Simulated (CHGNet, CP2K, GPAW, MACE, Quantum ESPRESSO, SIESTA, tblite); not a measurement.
**tblite on random packing of B (94 atoms): settings against a plane-wave reference**

How do the settings of tblite change the result for random packing of B (94 atoms)? A plane-wave run serves as the yardstick.

Program: tblite 0.8.0. Level of theory: the method is named at each step. Results are calculated unless marked as measured.

### Step 1. The structure

The cell holds 94 atoms: 94 B. Its edges and angles: a = 9.301 Å, b = 9.301 Å, c = 9.301 Å, α = 90.0°, β = 90.0°, γ = 90.0°. 94 atoms (94 B) packed at random in a cube at 2.1 g/cm³ and pushed apart as soft spheres; a start for melting by ab initio MD, not an equilibrated structure. Then every atom was moved at random, 0.03 Å r.m.s. a Cartesian component.

The yardstick, on the same geometry:

| Property | Result |
| --- | --- |
| method | Kohn-Sham DFT, PBE, SSSP efficiency 1.3.0 pseudopotentials, plane waves (Quantum ESPRESSO 7.5); sssp-pbe-1.3.0-efficiency, cutoffs 45/360 Ry, Γ point |
| r.m.s. force component | 1.106 eV/Å |
| longest force | 4.447 eV/Å |
| pressure | -20.27 GPa |
| time | 35 s on 4 MPI ranks of Arm Neoverse V2, shared host |
| CPU time | 2.3 min |

### Step 2. GFN1-xTB

Method: GFN1-xTB tight binding, diagonalisation.

The input, run.py:

```python
import numpy as np
from ase.io import read
from tblite.ase import TBLite

atoms = read("structure.xyz")
atoms.calc = TBLite(method="GFN1-xTB", electronic_temperature=580, accuracy=1.0, max_iterations=250, mixer_damping=0.1, verbosity=1)
energy = atoms.get_potential_energy()
forces = atoms.get_forces()
print(f"energy {energy:.6f} eV")
print("forces (eV/A)")
for i, (a, f) in enumerate(zip(atoms, forces)):
    print(f"{i:4d} {a.symbol:2s} {f[0]:10.5f} {f[1]:10.5f} {f[2]:10.5f}")
stress = -atoms.get_stress(voigt=False) * 160.21766
print("stress (GPa, compression positive)")
for row in stress:
    print(" ".join(f"{x:10.4f}" for x in row))
print("charges (e)")
print(np.array2string(atoms.get_charges(), precision=4, suppress_small=True, max_line_width=110, threshold=100000))
```

The input, structure.xyz:

```xyz
94
Lattice="9.30110 0.00000 0.00000 0.00000 9.30110 0.00000 0.00000 0.00000 9.30110" Properties=species:S:1:pos:R:3 pbc="T T T"
B 3.86972 3.35416 6.17881
B 7.43353 0.06399 5.09784
B 7.55324 0.06176 7.71015
B 5.94722 5.81793 3.97789
B 3.13791 1.74451 6.36791
B 0.55035 6.33563 3.73569
B 5.46077 9.12605 0.52495
B 8.00118 4.17731 4.46853
B 8.85121 8.29863 4.21833
B 4.99283 4.66218 5.70743
B 7.17012 2.04317 4.96483
B 6.09110 8.57878 4.05556
B 8.42884 7.94881 1.98383
B 4.95814 6.96820 2.36750
B 2.56413 0.51184 8.20478
B 4.78095 7.18687 5.53192
B 5.95066 7.66504 8.45526
B 2.63956 7.34880 5.92136
B 2.40229 5.58633 6.22104
B 5.32841 1.12618 4.84755
B 5.28888 5.55890 1.55180
B 1.92468 3.98468 1.24486
B 5.98005 1.21547 8.91269
B 2.19664 4.48732 8.44438
B 8.61784 6.18142 5.21234
B 7.41177 4.53419 7.84418
B 3.96794 8.69737 7.80437
B 1.20710 8.13939 3.35993
B 3.26441 7.04986 3.82080
B 6.59550 5.38738 0.36218
B 4.73528 8.84609 5.98600
B 7.91207 2.47391 6.93360
B 6.52695 5.43277 6.18784
B 3.18777 0.15217 1.34001
B 4.04142 4.97348 7.28490
B 4.56572 0.53323 2.17348
B 1.36652 0.51547 2.61593
B 0.69498 5.63451 6.04172
B 1.07521 8.19734 6.09706
B 2.10902 7.99485 7.33559
B 8.16590 4.46127 6.25229
B 5.82658 3.76499 8.68658
B 4.29748 7.26267 0.29940
B 2.04122 6.45329 8.35471
B 3.79494 3.02369 1.54835
B 6.15007 3.41667 5.82305
B 4.69324 4.54275 2.71787
B 6.97322 8.19957 6.78813
B 3.64036 5.61628 0.58039
B 6.97592 0.45715 3.28924
B 6.44724 3.65701 1.49069
B 0.48059 2.42024 8.34420
B 0.77729 3.91558 7.51296
B 7.89524 4.34343 2.47512
B 1.21928 2.64319 3.75802
B 4.27739 2.97617 8.52297
[... 34 atom lines left out ...]
B 2.93115 1.95239 4.16020
B 1.95109 4.73445 2.82037
B 4.35533 2.64449 3.32896
B 6.90802 7.13050 3.46578
```

Run with:

```sh
OMP_NUM_THREADS=1 python run.py > output.txt
```

What it wrote:

```text
------------------------------------------------------------
  cycle        total energy    energy error   density error
------------------------------------------------------------
      1     -129.5901325912  -1.3012738E+02   8.2094584E-01
      2     -129.7530247452  -1.6289215E-01   7.3694175E-01
      3     -129.1990583217   5.5396642E-01   1.6266148E-01
      4     -129.6916072226  -4.9254890E-01   5.9164530E-02
      5     -129.7775056280  -8.5898405E-02   2.3474096E-02
      6     -129.7819905888  -4.4849609E-03   1.0923857E-02
      7     -129.7837312509  -1.7406621E-03   4.7489960E-03
      8     -129.7839061354  -1.7488447E-04   2.3577682E-03
      9     -129.7839617550  -5.5619560E-05   9.8611681E-04
     10     -129.7839675326  -5.7776437E-06   5.2327823E-04
     11     -129.7839701170  -2.5844284E-06   2.5612814E-04
     12     -129.7839708222  -7.0513320E-07   8.7830928E-05
     13     -129.7839708662  -4.3992372E-08   6.1896822E-05
     14     -129.7839708846  -1.8430626E-08   3.2575157E-05
     15     -129.7839708880  -3.3963090E-09   2.4250518E-05
     16     -129.7839708882  -1.7726620E-10   1.5144898E-05
------------------------------------------------------------
 total:                                   1.748 sec
energy -3531.601732 eV
forces (eV/A)
   0 B    -1.73982    0.25761    0.07859
   1 B     0.45684    0.42328   -0.99854
   2 B     0.69989    1.28028    1.51651
   3 B    -1.27674   -0.62356    0.26760
   4 B     0.75620   -0.33144    0.02634
   5 B     0.79811    0.37102    1.80967
   6 B     1.37554   -2.49278   -0.24699
   7 B     1.05523    0.43221    0.18448
   8 B     1.30213    0.23719   -1.18050
   9 B     0.83215   -1.76178    0.68166
  10 B    -2.34952    0.41559    1.19407
  11 B     0.01586   -0.83157    0.04344
  12 B    -1.54870   -0.58442   -0.22834
  13 B    -0.38610    0.38369    0.92799
  14 B     0.89845   -1.61804   -0.32532
  15 B    -1.52618    2.54062   -1.10590
  16 B    -1.60916   -0.88215    0.39929
  17 B     1.00075   -1.08854   -1.23159
  18 B    -0.56723   -0.88678   -3.01625
  19 B     0.48575   -1.05908    1.62912
  20 B    -1.98450   -0.66507   -0.42042
  21 B    -0.41495    0.62444   -0.25050
  22 B    -0.36391   -1.83850    0.15162
  23 B    -0.48141    0.28865    0.92258
[...]
86 B     2.39395   -0.30437    0.18348
  87 B     0.92304   -0.03841    0.63230
  88 B    -0.59871    2.08438    1.54629
  89 B    -0.61336    0.27847   -0.49590
  90 B    -1.54765   -0.64557   -0.84095
  91 B    -1.00230   -1.85176    1.07575
  92 B    -1.00394    0.31799   -1.13107
  93 B    -1.41093   -1.59262   -0.00844
stress (GPa, compression positive)
  -11.1311    -1.2783     0.7815
   -1.2783    -3.1394     0.9537
    0.7815     0.9537    -1.0434
charges (e)
[ 0.0444  0.1203  0.0244  0.0419 -0.0412  0.025   0.0051  0.0196  0.0436 -0.0883  0.0235 -0.0277  0.0193
  0.0446 -0.0336  0.0087 -0.0046  0.0776 -0.0187  0.0016 -0.0007 -0.0178 -0.0821  0.008  -0.0548  0.0149
 -0.0257 -0.0252 -0.0286  0.06   -0.0349 -0.0546  0.0465  0.0025 -0.0306  0.0082  0.022   0.0175 -0.0265
  0.0507  0.0212  0.0381  0.0019  0.0091  0.0221  0.0394  0.0064 -0.0589 -0.023   0.0146  0.0008 -0.0195
 -0.0248 -0.0237  0.0252 -0.0465 -0.0338 -0.004  -0.0007  0.0058  0.0272  0.0519  0.0084 -0.0298  0.0519
  0.0231 -0.0053 -0.0143 -0.0341  0.0395  0.0425 -0.0364 -0.0399  0.0305 -0.1059 -0.0327 -0.0284  0.0154
 -0.0244 -0.0931  0.016   0.0999  0.0398 -0.0016 -0.0224  0.0462 -0.0381 -0.0867  0.0465  0.0573 -0.0055
  0.0082 -0.0376 -0.0525]
```

It took 2.2 s on 1 thread of Arm Neoverse V2, shared host; peak memory 0.11 GiB.

Banners, paths, timers and routine set-up lines are dropped from the logs unmarked, and long logs keep their key lines alone; longer cuts are marked.

Against the reference:

```yaml
r_m_s_force_component: 1.18 eV/Å
r_m_s_difference_of_force_components: 709.3 meV/Å
longest_difference_of_force_vectors: 2790 meV/Å
force_difference_over_r_m_s_force: 64.14 %
slope_of_forces_against_the_reference_s: 0.8633
correlation_of_force_components: 0.8093
pressure: -5.105 GPa
pressure_difference: 15.16 GPa
```

Local excerpt of 10 atoms (numbers count through the whole input) about B2, whose charge lies farthest from its element's mean; x, y, z are measured from there.

```tsv
atom	x	y	z	distance (Å)	bonds	Mulliken charge (e)	Fx	Fy	Fz (eV/Å)
B2	0.00	0.00	0.00	0.00	5	0.12	0.46	0.42	-1.00
B65	0.98	0.92	1.15	1.77	4	0.05	1.13	1.78	-0.06
B63	1.29	-1.02	0.88	1.86	4	0.01	-0.41	-1.83	-0.28
B12	-1.34	-0.79	-1.04	1.87	4	-0.03	0.02	-0.83	0.04
B59	1.58	0.76	-0.71	1.89	4	0.00	-1.08	0.65	-1.82
B50	-0.46	0.39	-1.81	1.91	4	0.01	-0.27	1.01	-1.37
B9	1.42	-1.07	-0.88	1.98	3	0.04	1.30	0.24	-1.18
B11	-0.26	1.98	-0.13	2.00	1	0.02	-2.35	0.42	1.19
B71	-1.18	0.72	1.50	2.04	1	0.04	-1.90	-1.51	0.31
B48	-0.46	-1.17	1.69	2.10	3	-0.06	-0.53	-1.82	0.51
```

Atoms are counted from 1 here, from 0 in the log.

Forces lie 64 % from the reference's, at 0.016 times its CPU time (on 1 against 4 cores).

### Step 3. GFN2-xTB

Method: GFN2-xTB tight binding, diagonalisation.

Edit run.py of step 2 so:

```diff
@@ -5,3 +5,3 @@
 atoms = read("structure.xyz")
-atoms.calc = TBLite(method="GFN1-xTB", electronic_temperature=580, accuracy=1.0, max_iterations=250, mixer_damping=0.1, verbosity=1)
+atoms.calc = TBLite(method="GFN2-xTB", electronic_temperature=580, accuracy=1.0, max_iterations=250, mixer_damping=0.1, verbosity=1)
 energy = atoms.get_potential_energy()
```

structure.xyz is that of step 2.

What it wrote:

```text
------------------------------------------------------------
  cycle        total energy    energy error   density error
------------------------------------------------------------
      1     -102.9480974265  -1.0352954E+02   5.6351811E-01
      2     -103.8349672128  -8.8686979E-01   4.9790707E-01
      3     -85.26339750217   1.8571570E+01   2.8830697E-01
      4     -101.7703212395  -1.6506924E+01   1.1604338E-01
      5     -105.7324092496  -3.9620880E+00   7.2754021E-02
      6     -105.7536777832  -2.1268534E-02   6.5474405E-02
      7     -105.6051484339   1.4852935E-01   5.3385014E-02
      8     -105.7536297427  -1.4848131E-01   2.8125318E-02
      9     -105.7967311821  -4.3101439E-02   9.1015468E-03
     10     -105.8015988645  -4.8676824E-03   6.5716274E-03
     11     -105.8065737416  -4.9748770E-03   5.3950574E-03
     12     -105.8070135821  -4.3984053E-04   4.3623842E-03
[...]
24     -105.8081304788  -1.6232865E-06   2.0010470E-04
     25     -105.8081316644  -1.1856201E-06   8.5257597E-05
     26     -105.8081317808  -1.1638971E-07   6.7944537E-05
     27     -105.8081318008  -2.0019712E-08   4.9192297E-05
     28     -105.8081318272  -2.6312250E-08   1.9182592E-05
------------------------------------------------------------
 total:                                   7.608 sec
energy -2879.185920 eV
forces (eV/A)
   0 B    -1.39510    0.81229   -0.19247
   1 B     0.98280    1.01967   -1.49896
   2 B     0.64573    1.15187    0.96507
   3 B    -0.90518   -0.18311    0.50022
   4 B     0.24659   -0.04375    0.00847
   5 B     0.61900    0.15895    1.77128
   6 B     2.00119   -1.86465    0.26145
   7 B     1.21324    0.02864   -0.09094
   8 B     1.31037    0.71978   -1.00121
   9 B     1.17567   -2.45720    1.17192
  10 B    -2.70823    0.24136    1.27254
  11 B     0.67621   -0.60476   -0.01816
[...]
89 B    -1.40653   -0.07555   -1.00872
  90 B    -1.54581   -0.06217   -1.39200
  91 B    -0.99041   -1.85737    1.15151
  92 B    -1.59967    0.25242   -0.61404
  93 B    -1.89214   -1.87859    0.52384
stress (GPa, compression positive)
   13.4161    -0.9617     0.6039
   -0.9617    22.3015     0.7630
    0.6039     0.7630    24.8785
charges (e)
[ 0.0139  0.0805  0.0255  0.0205 -0.0306  0.0099  0.0122  0.0016  0.0205 -0.0282  0.0139 -0.0025  0.0002
  0.0058 -0.0202 -0.0149 -0.0293  0.0386  0.0091 -0.0038  0.0039 -0.0026 -0.0315  0.0109 -0.0141 -0.0004
 -0.0147 -0.0057 -0.0304  0.0311 -0.0164 -0.0171  0.0245 -0.0006 -0.0093  0.0047  0.0007  0.0118 -0.0179
  0.0349  0.0121  0.0177 -0.0132  0.0013  0.006   0.0065  0.0031 -0.0205 -0.0252  0.0155  0.007  -0.022
 -0.007  -0.0123  0.0038 -0.0144 -0.0174  0.0018 -0.0021  0.0092  0.0081  0.0278  0.0173 -0.0227  0.0333
  0.0164 -0.0008 -0.0233 -0.0234  0.0159  0.0238 -0.0376 -0.0211  0.0195 -0.0581 -0.0051 -0.0178  0.0189
 -0.0058 -0.0572 -0.0072  0.0543  0.0147  0.0026 -0.0149  0.0162 -0.0213 -0.0302  0.0273  0.0305 -0.0047
  0.0151 -0.0111 -0.0142]
```

It took 8.1 s on 1 thread; peak memory 0.11 GiB.

Compared with the plane-wave run:

| Quantity | Value |
| --- | --- |
| r.m.s. force component | 1.204 eV/Å |
| r.m.s. difference of force components | 797.7 meV/Å |
| longest difference of force vectors | 2809 meV/Å |
| force difference over r.m.s. force | 72.14 % |
| slope of forces against the reference's | 0.8321 |
| correlation of force components | 0.7645 |
| pressure | 20.2 GPa |
| pressure difference | 40.47 GPa |

Against the first run (64 %), the force difference from the reference is 72 %, at 3.6 times the CPU time (28 SCF steps against 16).

### Step 4. The ladder

Differences are against the plane-wave reference, forces as r.m.s. over components; share is that over the reference's r.m.s. force, slope the least-squares factor from reference forces to these. Total energies of different programs have different zeros and aren't compared.

```tsv
run	Δ force, r.m.s. (meV/Å)	share (%)	slope	Δ pressure (GPa)	cores	CPU time	memory (GiB)
reference	-	-	-	-	4	2.3 min	2.0
tblite GFN1-xTB	709	64.1	0.863	15.2	1	2.2 s	0.11
tblite GFN2-xTB	798	72.1	0.832	40.5	1	8.1 s	0.11
```

CPU time is summed over cores on a shared host, where runs went side by side, so it is rough. Symmetry, cutoffs, thresholds, outputs and thread counts weren't matched or tuned between programs; memory under MPI is the largest rank's times the ranks.

### Step 5. What came out

* nearest in forces: tblite GFN1-xTB, 64 %
* its CPU time: 2.2 s

In words: Tight binding differs by 64 % (tblite GFN1-xTB) to 72 % (tblite GFN2-xTB); it is another model, with fitted parameters of its own, and the xTB methods hold dispersion. Of the electronic-structure runs that take under half the reference's CPU time, tblite GFN1-xTB comes nearest, at 64 % in 2.2 s against 2.3 min, too far off to be of use; its pressure misses by +15.2 GPa. Periodic xTB results under one method name differ between programs and library versions. The reference's pressure holds the uncorrected Pulay stress of its 45 Ry basis, so small pressure differences, and their order, may be the reference's own error. The reference's stress is far from hydrostatic: its diagonal is -25.5, -17.7, -17.6 GPa, compression counted positive. The reference's pressure of -20 GPa says that the cell would shrink at this level of theory. The electronic-structure runs sample only Γ, in a cell whose shortest periodic width is 9 Å, which is coarse for a cell with partly filled levels.

[Also dropped from logs without a mark: logging warnings of Python, and SIESTA's first energy breakdown and zero terms.]

[Logs are printed without paths, hosts, clocks, repeated set-up lines and the standing remarks that a program may print on its own settings, such as how far it seeks lower states.]

[Hosts, paths, dates, database ids (printed as entryN), source tags and the programs' standing remarks are cut or masked in the printed files.]
